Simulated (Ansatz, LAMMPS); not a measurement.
# Static equation of state of In2O3 with crystalline order left by the classical run (60 atoms)

Density of this cell: 6.54 g/cm³. The cell holds 60 atoms: 24 In and 36 O. Its edges and angles: a = 9.320 Å, b = 9.511 Å, c = 9.547 Å, α = 89.2°, β = 91.6°, γ = 91.0°. The starting structure: 60 atoms (24 Sc, 36 O) placed at random at 3.63 g/cm³, melted at 5000 K for 10 ps at fixed volume with the Morse and Coulomb pair potential with partial charges (Pedone, Malavasi, Menziani, Cormack and Segre, J. Phys. Chem. B 110, 11780 (2006)). Quenched from 5000 K to 300 K at 20 K/ps and fixed volume, held 10 ps at zero pressure, then minimised at fixed cell. Then Sc was replaced by In and the cell scaled by 1.038 (the potential has no terms for the new elements, so the cell is a start for a DFT relaxation).

Calculated with Ansatz 0.2.0: Kohn-Sham DFT, revPBE, PAW (set soft_1), plane waves; cutoff 420 eV, k-mesh 2×2×2, gaussian smearing of 0.025 eV. Cell and atoms were relaxed first, to V0 = 14.096 Å³ an atom at a residual P0 = -0.002 GPa. The cell was then scaled evenly, and the atoms were relaxed at each volume.

| volume (Å³/atom) | pressure (GPa) |
| --- | --- |
| 12.687 | ? |
| 13.250 | 6.129 |
| 13.673 | 3.133 |
| 14.519 | -2.351 |
| 14.942 | -2.656 |

**Question.** Fit the third-order Birch–Murnaghan equation to the rows given and extrapolate to the withheld row.

**Working.**

Take the Eulerian strain f = ½[(V0/V)^(2/3) − 1] and the normalised pressure F = (P − P0) / [3f(1 + 2f)^(5/2)]. The third-order Birch–Murnaghan equation is then the line F = B0 + (3/2)B0(B′ − 4) f, so u = f and v = F.

```
      u = f  v = F (GPa)
  0.0210568      87.5435
  0.0102569      96.8402
-0.00975641      84.3354
 -0.0190505      51.1907
```

With n = 4: mean u = 6.2668e-4, mean v = 79.9775, Σ(u − ū)² = 0.0010051, Σ(u − ū)(v − v̄) = 0.83816. Slope b = 0.83816 / 0.0010051 = 833.88; intercept a = v̄ − b ū = 79.455.

So B0 = a = 79.5 GPa and B′ = 4 + 2b/(3a) = 11.0. At the withheld volume f = 0.03638, F = a + b f = 109.8 GPa, and P = P0 + 3f(1 + 2f)^(5/2) F.

Prediction at 12.687: 14.28 GPa. The run gave 11.96 GPa, so the fit is high by 2.3 GPa (19 % of the value).

The series isn't one smooth equation of state: even a line fitted to all rows, the withheld one included, misses F by up to 30.4 %, the count of bonds changes along the series and an atom moves over 0.5 Å in some relaxation. B0 and B′ are then only the numbers of this fit, not moduli of the material. Among the rows given, the largest miss of the fit is at 13.250, by 0.66 GPa (4.5 % of the range of the table).

Limits: Static cells at zero temperature; the cell shape is held. The program notes that the SCF threshold of these relaxations is loose for the stress. The quench rate of 20 K/ps is many orders above laboratory rates, so the cell is likely richer in defects and strain than a real sample. The network of bonds at the start is that of the classical potential that made the cell, and needn't be the one that DFT or experiment would give.

[Logs are printed without paths, hosts, clocks, repeated set-up lines and the standing remarks that a program may print on its own settings, such as how far it seeks lower states.]

[Hosts, paths, dates, database ids (printed as entryN), source tags and the programs' standing remarks are cut or masked in the printed files.]
